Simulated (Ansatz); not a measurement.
# Decaying states in the gap of CaSe2, part 2 of 4

Aim: relax a made-up compound, CaSe2, and see how good a tunnel barrier it would be. It is built by putting Se for O, Ca for Ba in the BaO2 structure of space group I4/mmm, with the volume rescaled by atomic radii. The parent structure comes from the Materials Project.

Ansatz 0.2.0; r2SCAN DFT, plane waves, PAW files (the session's first sound run).

So far. Step 2 (Relaxing the new crystal): The largest force component on a free atom ends at 0.0024 eV/Å.

The structure was built from a prototype and need not be the compound's stable phase.

**3. Band edges**

The energy window and the wavevectors of the next steps follow from the band edges, so these are searched first, off the mesh as well.

input.yaml reads:

```yaml
crystal:
  lattice:
    - [-1.9794006433, 1.9794006433, 5.2888634455]
    - [1.9794006433, -1.9794006433, 5.2888634455]
    - [1.9794006433, 1.9794006433, -5.2888634455]
  atoms:
    - { symbol: Ca, position: [0.0, 0.0, 0.0] }
    - { symbol: Se, position: [0.3852353709, 0.3852353709, 0.0] }
    - { symbol: Se, position: [0.6147646291, 0.6147646291, 0.0] }
kpoints:
  mp_grid: { grid: [8, 8, 8] }
  band_path: { path: [VBM, CBM], npoints: 30 }
scf:
  occupations: { method: fixed }
hamiltonian:
  xc: r2scan
output:
  eigenvalues: true
  write_potential: true
  write_density: true
  volumetric_format: npy
  elf: true
```

On the command line:

```console
> ansatz run input.yaml --threads 2 --pin off --max-ram 4096MiB --backend cpu --events-out ev --progress --plain --runs-dir out
```

Numbers of over 12 decimals in the logs are rounded to 6 here.

The program printed:

```text
[...]
Crystal: 3 atoms, lattice volume = 82.888 Å³
Basis set: ecut = 500 eV, 2059 PW (Γ), exchange–correlation on 180×180×180 points (64 copies of the dense FFT grid, shifted against one another)
Bands: 26, of which v1, the nominal top of the filled ones, is band 21 counted from 1 (20 counted from 0)
Symmetry: 16 space group operations
[...]
k-points: 59 of 512
[...]
SCF iter   1: F=—  HF=-12781.954533 eV  |F-HF|=—  |Δ(HF+E_count)|=         —  Δρ=6.59e-3  dr2=6.36e-2  dr2_τ=1.14e-2  ethr=1.77e-3  ⟨swp⟩=4.8  Hψ=6238  notcnv=0  defer=159
[...]
SCF iter   7: F=-12782.000074 eV  HF=-12782.000074 eV  |F-HF|=7.95e-9  |Δ(HF+E_count)|=   1.18e-7  Δρ=3.12e-6  dr2=8.88e-9  dr2_τ=2.06e-10  ethr=2.38e-10  ⟨swp⟩=9.4  Hψ=6939  notcnv=0
SCF 1 converged in 7 iterations: F = -12782.000074 eV  dr2 = 8.88e-9
[...]
NSCF: frozen V_eff on 30 k-points
[...]
SCF converged after 7 iterations
Free energy (F): -12782.000074 eV
[...]
Internal energy: -12782.000074 eV  (E = F + TS)
E sigma→0 (E₀):  -12782.000074 eV
Fermi energy:    6.943593 eV
[...]
--- Band table (eV; the first three rows and the last of 59) ---
  k-point 0: bands = [... 17 lower, 4.7800, 4.7800, 6.0189, 6.0189, 8.8441, 9.4139, 10.4270, 11.1905, ... 1 higher]
  k-point 1: bands = [... 17 lower, 4.0827, 4.4052, 5.6537, 5.9789, 9.3670, 9.5907, 10.9100, 11.7036, ... 1 higher]
  k-point 2: bands = [... 17 lower, 3.3127, 3.7915, 4.9375, 5.7018, 9.4037, 10.7978, 11.0961, 11.4358, ... 1 higher]
  k-point 58: bands = [... 17 lower, 4.4514, 4.4514, 6.6311, 6.6311, 7.5582, 8.7123, 9.9880, 11.2151, ... 1 higher]
```

The job ended after 23 s (2 threads of Intel Xeon Platinum 8259CL at 2.50GHz (Skylake/Cascade Lake), shared host; peak memory 0.78 GiB; 43 s of CPU time).

The column dr2 measures how far the density is from self-consistency, as an energy; F and HF (Harris–Foulkes) agree once it is small.

Numbers from this step:

- Fermi energy: 6.944 eV
- gap on the k-mesh: 0.6147 eV
- gap on path: 0.5949 eV, by band count; negative where bands overlap
- direct gap on path: 0.9271 eV
- edge places on path: 0, 1.816 1/A along the path

Electronic bands along the path, in eV, zero at the Fermi level (highest filled level under fixed occupations); v1 is the highest filled band, c1 the lowest empty one:

```csv
point,v4,v3,v2,v1,c1,c2,c3,c4
VBM,-3.71,-2.75,-2.11,0.02,1.69,3.31,4.30,4.37
halfway,-4.24,-3.21,-2.04,-1.09,1.47,4.25,4.61,5.13
CBM,-2.49,-2.49,-0.31,-0.31,0.61,1.77,3.04,4.27
```

The electronic bands as a text plot (rows in eV, shown from -4.9 to 4.4 only; labels by their first letter):

```
    4.2 |++++++++++++++      +++++++++++++   ++++++       +++++++
    3.8 |          ++++++++++             +++++    ++++++
    3.5 |++++++++++                            ++++      +++
    3.1 |                                          ++       +++++
    2.7 |                                            ++++
    2.3 |                                                +
    1.9 |                                                 +++++++
    1.5 |++++++++++++++++++++++++++++++++++++++++
    1.1 |                                        +++++++++
    0.7 |                                                 +++++++
    0.3 |
    0.0 |*****
   -0.4 |     ***                            ********************
   -0.8 |        ****                 *******          ***
   -1.2 |            **       ********           ******
   -1.6 |          ***********              *****
   -2.0 |**********          ***************
   -2.4 |                                                   *****
   -2.8 |*******                               ***************
   -3.1 |       *****           ***************        ***
   -3.5 |********    ***********                   ****     *****
   -3.9 |        *************              ****************
   -4.3 |        ******      **********************
   -4.7 |********                   ********
         V                                                      C
```

Electrostatic potential energy in the ab plane of the cell as run, not the conventional one, at fractional z = 0.000, with atoms of Ca and Se within 0.2 Å of it. With pseudopotentials it is smooth inside the atoms' cores, unlike the true potential.

Ten even steps from '0' (-41 eV) to '9' (11 eV), each cell a mean:
```
00278999999999840
10268999999999874
65578999889999988
88788997656899999
99999986566579999
99999997577658999
99988888567766999
99975567756765899
99975665775556899
99985776578767999
99996677668989999
99998567658999999
99999865558998888
88999998778998767
47899999999997522
04789999999998500
00489999999998610
```
Columns run along a (6.0 Å; values clipped at the 3rd and 97th percentile), rows up along b (6.0 Å). Atoms in or near the plane, at fractional coordinates: Ca at (0.00, 0.00), Se at (0.39, 0.39), Se at (0.61, 0.61).

ELF in the ab plane of the cell as run, not the conventional one, at fractional z = 0.000, with atoms of Ca and Se within 0.2 Å of it. It is the smooth field of the valence electrons, not physical close to the nuclei.

Values, 9 rows by 16 columns, each cell a mean:
```
0.82 0.85 0.80 0.33 0.09 0.43 0.63 0.53 0.34 0.16 0.06 0.03 0.01 0.09 0.48 0.79
0.38 0.51 0.46 0.19 0.10 0.51 0.82 0.86 0.82 0.71 0.51 0.26 0.08 0.01 0.02 0.15
0.14 0.25 0.29 0.28 0.25 0.38 0.64 0.77 0.68 0.55 0.60 0.65 0.48 0.20 0.03 0.03
0.20 0.66 0.83 0.83 0.75 0.60 0.54 0.60 0.52 0.24 0.22 0.56 0.76 0.65 0.30 0.05
0.05 0.37 0.74 0.84 0.77 0.55 0.46 0.56 0.61 0.57 0.57 0.72 0.84 0.84 0.71 0.25
0.09 0.06 0.35 0.65 0.70 0.44 0.18 0.33 0.61 0.58 0.49 0.56 0.70 0.77 0.73 0.48
0.05 0.02 0.04 0.20 0.47 0.65 0.69 0.72 0.81 0.79 0.61 0.25 0.11 0.14 0.16 0.12
0.50 0.20 0.02 0.01 0.07 0.22 0.46 0.68 0.81 0.84 0.74 0.28 0.11 0.49 0.71 0.69
0.81 0.80 0.46 0.07 0.03 0.07 0.07 0.10 0.23 0.37 0.42 0.18 0.08 0.53 0.85 0.82
```
Columns run along a (6.0 Å), rows up along b (6.0 Å). Atoms in or near the plane, at fractional coordinates: Ca at (0.00, 0.00), Se at (0.39, 0.39), Se at (0.61, 0.61).

Valence density in the ab plane of the cell as run, not the conventional one, at fractional z = 0.000, with atoms of Ca and Se within 0.2 Å of it. It is the smooth field of the valence electrons, not physical close to the nuclei.

Ten steps, logarithmic in the rise over the least value, from '0' (0 e/Å³) to '9' (31 e/Å³), each cell a mean:
```
66410000000000035
55420000000000013
23210011111000000
01100012332100000
00000012465310000
00011112489731000
00112111379952100
00123322247863100
00124664223443100
00014898421222100
00012699621111100
00001368631100000
00000124432100000
00000011221100121
31000000111001244
53100000000001356
65300000000000256
```
Columns run along a (6.0 Å), rows up along b (6.0 Å). Atoms in or near the plane, at fractional coordinates: Ca at (0.00, 0.00), Se at (0.39, 0.39), Se at (0.61, 0.61).

The searched edges give 0.595 eV, against 0.615 eV on the mesh.

**4. Decaying states in the gap**

This step: r2SCAN DFT, plane waves, PAW files; complex bands by layer matching along the plane's normal (Ansatz 0.2.0).

The same crystal is laid in a cell whose first two vectors span the (100) plane (indices of the standard conventional cell, whose axes can be ordered otherwise than in the bulk input). At fixed energy and wavevector in the plane the solver finds all kz, real and complex. A few wavevectors are listed, (0, 0) and (-0.4115, 0) in units of the plane's reciprocal vectors; the slowest state needn't be among them.

input.yaml reads:

```yaml
crystal:
  lattice:
    - [3.958801287, 0.0, 0.0]
    - [0.0, 10.577726891, 0.0]
    - [1.979400643, 5.288863446, 1.979400643]
  atoms:
    - { symbol: Ca, position: [0.0, 0.0, 0.0] }
    - { symbol: Se, position: [0.0, 0.3852353709, 0.0] }
    - { symbol: Se, position: [0.0, 0.6147646291, 0.0] }
kpoints:
  mp_grid: { grid: [12, 12, 12] }
scf:
  occupations: { method: fixed }
hamiltonian:
  xc: r2scan
output:
  eigenvalues: true
  transmission:
    leads: [[0, 0]]
    kpoints: [[0.0, 0.0], [-0.4115, 0.0]]
    e_range: [-1.0, 1.59]
    de: 0.06
```

The program printed:

```text
basis.fft_grid_basis auto: the FFT boxes are laid along the combinations [[1, 0, 0], [1, 1, -2], [0, 0, 1]] of the cell's own vectors, 3.959, 3.959 and 5.984 Å long. The dense box has 30×32×45 points. Along the cell's own vectors, as sized, it would have 30×80×45, 2.50 times as many. basis.fft_grid_basis: typed keeps the cell's own vectors: state it where this run's energies or levels are differenced outside the engine with another run's, or held beside a run that keeps those vectors.
[...]
Crystal: 3 atoms, lattice volume = 82.888 Å³
Basis set: ecut = 500 eV, 2059 PW (Γ), FFT grids on a1, a1+a2−2a3, a3, exchange–correlation on 120×128×180 points (64 copies of the dense FFT grid, shifted against one another)
Bands: 26, of which v1, the nominal top of the filled ones, is band 21 counted from 1 (20 counted from 0)
Symmetry: 16 space group operations
[...]
k-points: 163 of 1728
[...]
SCF iter   1: F=—  HF=-12781.954688 eV  |F-HF|=—  |Δ(HF+E_count)|=         —  Δρ=6.59e-3  dr2=6.37e-2  dr2_τ=1.14e-2  ethr=1.77e-3  ⟨swp⟩=4.8  Hψ=17131  notcnv=0  defer=453
[...]
SCF iter   7: F=-12782.000210 eV  HF=-12782.000210 eV  |F-HF|=8.02e-9  |Δ(HF+E_count)|=   1.20e-7  Δρ=3.15e-6  dr2=9.14e-9  dr2_τ=2.14e-10  ethr=2.38e-10  ⟨swp⟩=9.0  Hψ=19191  notcnv=0
SCF 1 converged in 7 iterations: F = -12782.000210 eV  dr2 = 9.14e-9
[...]
transmission: 3 of 6 steps passed
transmission: 6 of 6 steps passed
SCF converged after 7 iterations
Free energy (F): -12782.000210 eV
[...]
Internal energy: -12782.000210 eV  (E = F + TS)
E sigma→0 (E₀):  -12782.000210 eV
Fermi energy:    6.959399 eV
[...]
--- Band table (eV; the first three rows and the last of 163) ---
  k-point 0: bands = [... 17 lower, 4.7799, 4.7799, 6.0188, 6.0188, 8.8440, 9.4138, 10.4270, 11.1906, ... 1 higher]
  k-point 1: bands = [... 17 lower, 3.9623, 4.6380, 5.5741, 6.1691, 9.3247, 9.3997, 11.3340, 11.5757, ... 1 higher]
  k-point 2: bands = [... 17 lower, 2.9590, 4.3667, 4.8826, 6.5487, 9.0948, 10.3203, 11.2821, 11.7271, ... 1 higher]
  k-point 162: bands = [... 17 lower, 2.9205, 2.9460, 4.6560, 4.6560, 8.4986, 11.3969, 12.3076, 12.3775, ... 1 higher]
--- Transmission ---
  basis      : 441 plane waves across, 3 finite elements along
  points     : 2, as listed
  energies   : 44 from -1.000000 to 1.580000 eV about the Fermi level, 0.060000 eV apart; the leads are filled to 0.299384 eV, and channels, transmission and decay are at 0.320000 eV
  crystal 0  : Se2Ca1, at the sites [0, 0], period 1.9794 Å: whole cells are its period
    offset         : up to 0.0000 Å between an atom of the period and one for which it stands
    channels       : 0.000000e0 a spin
    conductance    : none, the energies end too early or step too widely for 300 K: set another output.transmission.e_range or a lower de, or, where they end at an eighth of basis.ecutwfc, a higher one
    slowest decay  : 0.1351 /Å at (0.0000, 0.0000)
```

Elapsed: 2 min, on 2 threads; peak memory 1.5 GiB.

This step gave:

| Quantity | Value |
| --- | --- |
| free energy | -12782.0002 eV |
| Fermi energy | 6.959 eV |
| gap on the k-mesh | 0.5988 eV |
| level to which the leads are filled | 0.2994 eV from the Fermi level |
| decay constant at the filling level, zone centre | 0.1351 Å⁻¹ |
| decay constant at the filling level, slowest listed point | 0.1351 Å⁻¹ |

K parallel (0, 0); values up to 1.5 1/Å, a degenerate pair printed once or twice; energies at which all values exceed this have no row. Im kz of the slowest decaying states against energy, zero at the highest filled level on the SCF mesh:

```csv
energy (eV),decay 1 (Å⁻¹),decay 2 (Å⁻¹),decay 3 (Å⁻¹),decay 4 (Å⁻¹)
-1.00,0.162,0.225,0.249,0.524
-0.88,0.0879,0.231,0.253,0.527
-0.76,0.148,0.236,0.256,0.475
-0.64,0.187,0.240,0.258,0.412
-0.46,0.229,0.245,0.259,0.278
-0.34,0.0855,0.247,0.251,0.260
-0.22,0.0852,0.248,0.259,0.270
-0.10,0.116,0.249,0.258,0.286
0.02,0.0762,0.134,0.249,0.257
0.14,0.141,0.209,0.249,0.254
0.32,0.135,0.246,0.249,0.296
0.44,0.114,0.244,0.245,0.333
0.56,0.0625,0.240,0.241,0.344
0.68,0.234,0.237,0.351,0.383
0.80,0.226,0.231,0.357,0.401
0.92,0.218,0.225,0.362,0.415
1.04,0.207,0.217,0.366,0.426
1.22,0.187,0.203,0.372,0.438
1.34,0.170,0.190,0.374,0.427
1.46,0.148,0.174,0.376,0.405
1.58,0.118,0.152,0.378,0.383
```

K parallel (0, 0). Table of Re kz of states that move upwards by energy, zero at the highest filled level on the SCF mesh:

```csv
energy (eV),channel 1 (Å⁻¹),channel 2 (Å⁻¹)
-1.00,-0.0890,1.31
-0.94,0.0166,1.33
-0.88,0.166,1.35
-0.82,0.236,1.36
-0.70,0.339,1.40
-0.64,0.382,1.42
-0.58,0.422,1.44
-0.52,0.461,1.46
-0.46,0.499,1.48
-0.40,0.536,1.51
-0.28,-1.41,0.611
-0.22,-1.31,0.652
-0.16,-1.23,0.696
-0.10,-1.16,0.746
-0.04,-1.07,0.813
0.02,-,-
0.14,-,-
0.20,-,-
0.26,-,-
0.32,-,-
0.38,-,-
0.44,-,-
0.56,-,-
0.62,-1.54,-
0.68,-1.49,-
0.74,-1.45,-
0.80,-1.42,-
0.86,-1.38,-
0.98,-1.32,-
1.04,-1.29,-
1.10,-1.26,-
1.16,-1.23,-
1.22,-1.20,-
1.28,-1.17,-
1.40,-1.10,-
1.46,-1.07,-
1.52,-1.03,-
1.58,-0.994,-
```

K parallel (-0.4115, 0); values up to 1.5 1/Å, a degenerate pair printed once or twice; energies at which all values exceed this have no row. The Im kz of the slowest decaying states by energy, zero at the highest filled level on the SCF mesh:

```csv
energy (eV),decay 1 (Å⁻¹),decay 2 (Å⁻¹),decay 3 (Å⁻¹),decay 4 (Å⁻¹)
-1.00,0.395,0.406,0.552,0.693
-0.88,0.401,0.413,0.553,0.692
-0.76,0.406,0.418,0.553,0.689
-0.64,0.411,0.423,0.553,0.685
-0.46,0.417,0.430,0.553,0.676
-0.34,0.420,0.433,0.552,0.668
-0.22,0.423,0.436,0.550,0.659
-0.10,0.0932,0.426,0.439,0.548
0.02,0.0338,0.129,0.427,0.441
0.14,0.0956,0.154,0.429,0.442
0.32,0.141,0.181,0.430,0.444
0.44,0.162,0.194,0.431,0.444
0.56,0.179,0.205,0.431,0.444
0.68,0.193,0.214,0.431,0.444
0.80,0.205,0.220,0.430,0.444
0.92,0.215,0.225,0.429,0.443
1.04,0.223,0.227,0.428,0.441
1.22,0.228,0.233,0.396,0.425
1.34,0.225,0.238,0.341,0.423
1.46,0.219,0.242,0.261,0.420
1.58,0.0823,0.210,0.243,0.418
```

At the listed wavevectors the last open channel is at -0.04 eV and the next at +0.62 eV on the grid. At +0.32 eV, the grid energy nearest the filling level (the middle of the gap on the SCF mesh), the slowest state at the listed wavevectors decays with κ = 0.135 Å⁻¹, its amplitude falling by e over 7.4 Å. Through 1 nm of this crystal that state's transmission falls by exp(−2 × 0.135 Å⁻¹ × 10 Å) = 0.067.

**5. Decay over the two-dimensional zone**

The listed points could miss the slowest state, so one energy near mid-gap is solved on a mesh of 12×8.

input.yaml, as its differences from that of step 4:

```diff
@@ -17,6 +17,2 @@
   eigenvalues: true
-  transmission:
-    leads: [[0, 0]]
-    kpoints: [[0.0, 0.0], [-0.4115, 0.0]]
-    e_range: [-1.0, 1.59]
-    de: 0.06
+  transmission: { leads: [[0, 0]], kmesh: [12, 8], e_range: [0.3, 0.31], de: 0.05 }
```

The program printed:

```text
[...]
Crystal: 3 atoms, lattice volume = 82.888 Å³
Basis set: ecut = 500 eV, 2059 PW (Γ), FFT grids on a1, a1+a2−2a3, a3, exchange–correlation on 120×128×180 points (64 copies of the dense FFT grid, shifted against one another)
Bands: 26, of which v1, the nominal top of the filled ones, is band 21 counted from 1 (20 counted from 0)
Symmetry: 16 space group operations
[...]
k-points: 163 of 1728
[...]
SCF iter   1: F=—  HF=-12781.954688 eV  |F-HF|=—  |Δ(HF+E_count)|=         —  Δρ=6.59e-3  dr2=6.37e-2  dr2_τ=1.14e-2  ethr=1.77e-3  ⟨swp⟩=4.8  Hψ=17131  notcnv=0  defer=453
[...]
SCF iter   7: F=-12782.000210 eV  HF=-12782.000210 eV  |F-HF|=8.02e-9  |Δ(HF+E_count)|=   1.20e-7  Δρ=3.15e-6  dr2=9.14e-9  dr2_τ=2.14e-10  ethr=2.38e-10  ⟨swp⟩=9.0  Hψ=19191  notcnv=0
SCF 1 converged in 7 iterations: F = -12782.000210 eV  dr2 = 9.14e-9
[...]
transmission: 12 of 105 steps passed
transmission: 24 of 105 steps passed
[...]
transmission: 105 of 105 steps passed
SCF converged after 7 iterations
Free energy (F): -12782.000210 eV
[...]
Internal energy: -12782.000210 eV  (E = F + TS)
E sigma→0 (E₀):  -12782.000210 eV
Fermi energy:    6.959399 eV
[...]
--- Band table (eV; the first three rows and the last of 163) ---
  k-point 0: bands = [... 17 lower, 4.7799, 4.7799, 6.0188, 6.0188, 8.8440, 9.4138, 10.4270, 11.1906, ... 1 higher]
  k-point 1: bands = [... 17 lower, 3.9623, 4.6380, 5.5741, 6.1691, 9.3247, 9.3997, 11.3340, 11.5757, ... 1 higher]
  k-point 2: bands = [... 17 lower, 2.9590, 4.3667, 4.8826, 6.5487, 9.0948, 10.3203, 11.2821, 11.7271, ... 1 higher]
  k-point 162: bands = [... 17 lower, 2.9205, 2.9460, 4.6560, 4.6560, 8.4986, 11.3969, 12.3076, 12.3775, ... 1 higher]
--- Transmission ---
  basis      : 441 plane waves across, 3 finite elements along
  points     : 35, standing for a mesh of 12 x 8
  energies   : 1 from 0.300000 to 0.300000 eV about the Fermi level; the leads are filled to 0.299384 eV, and channels, transmission and decay are at 0.300000 eV
  crystal 0  : Se2Ca1, at the sites [0, 0], period 1.9794 Å: whole cells are its period
[...]
channels       : 0.000000e0 a spin
    conductance    : none, crystal 0 has no channel at the energies, or these end too early or step too widely for 300 K: set another output.transmission.e_range or a lower de, or, where they end at an eighth of basis.ecutwfc, a higher one
    slowest decay  : 0.1368 /Å at (0.4167, 0.0000)
```

Run time: 2.3 min. Hardware: 2 threads; peak memory 1.4 GiB.

Numbers from this step:

```
least decay constant on the mesh : 0.1368 Å⁻¹
```

Slowest decay constant (1/Å; 0 where a channel is open) over k1 and k2. At 0.3000 eV from the Fermi level.

Values, 8 rows by 12 columns:
```
0.144 0.150 0.180 0.220 0.244 0.229 0.217 0.229 0.244 0.220 0.180 0.150
0.145 0.143 0.163 0.191 0.208 0.202 0.192 0.202 0.208 0.191 0.163 0.143
0.146 0.138 0.152 0.172 0.180 0.170 0.155 0.170 0.180 0.172 0.152 0.138
0.146 0.137 0.149 0.166 0.171 0.156 0.137 0.156 0.171 0.166 0.149 0.137
0.146 0.138 0.152 0.172 0.180 0.170 0.155 0.170 0.180 0.172 0.152 0.138
0.145 0.143 0.163 0.191 0.208 0.202 0.192 0.202 0.208 0.191 0.163 0.143
0.144 0.150 0.180 0.220 0.244 0.229 0.217 0.229 0.244 0.220 0.180 0.150
0.144 0.158 0.197 0.246 0.271 0.242 0.230 0.242 0.271 0.246 0.197 0.158
```
Columns: k1 (b1) from -0.5 to 0.417; rows upwards: k2 (b2) from -0.5 to 0.375.

The least value on the mesh is 0.137 Å⁻¹ at +0.30 eV. At that energy the listed points give about 0.137 Å⁻¹ by interpolation, so the mesh holds no clearly slower state.

(Continued in part 3 of 4.)

[Logs are printed without paths, hosts, clocks, repeated set-up lines and the standing remarks that a program may print on its own settings, such as how far it seeks lower states.]

[Hosts, paths, dates, database ids (printed as entryN), source tags and the programs' standing remarks are cut or masked in the printed files.]
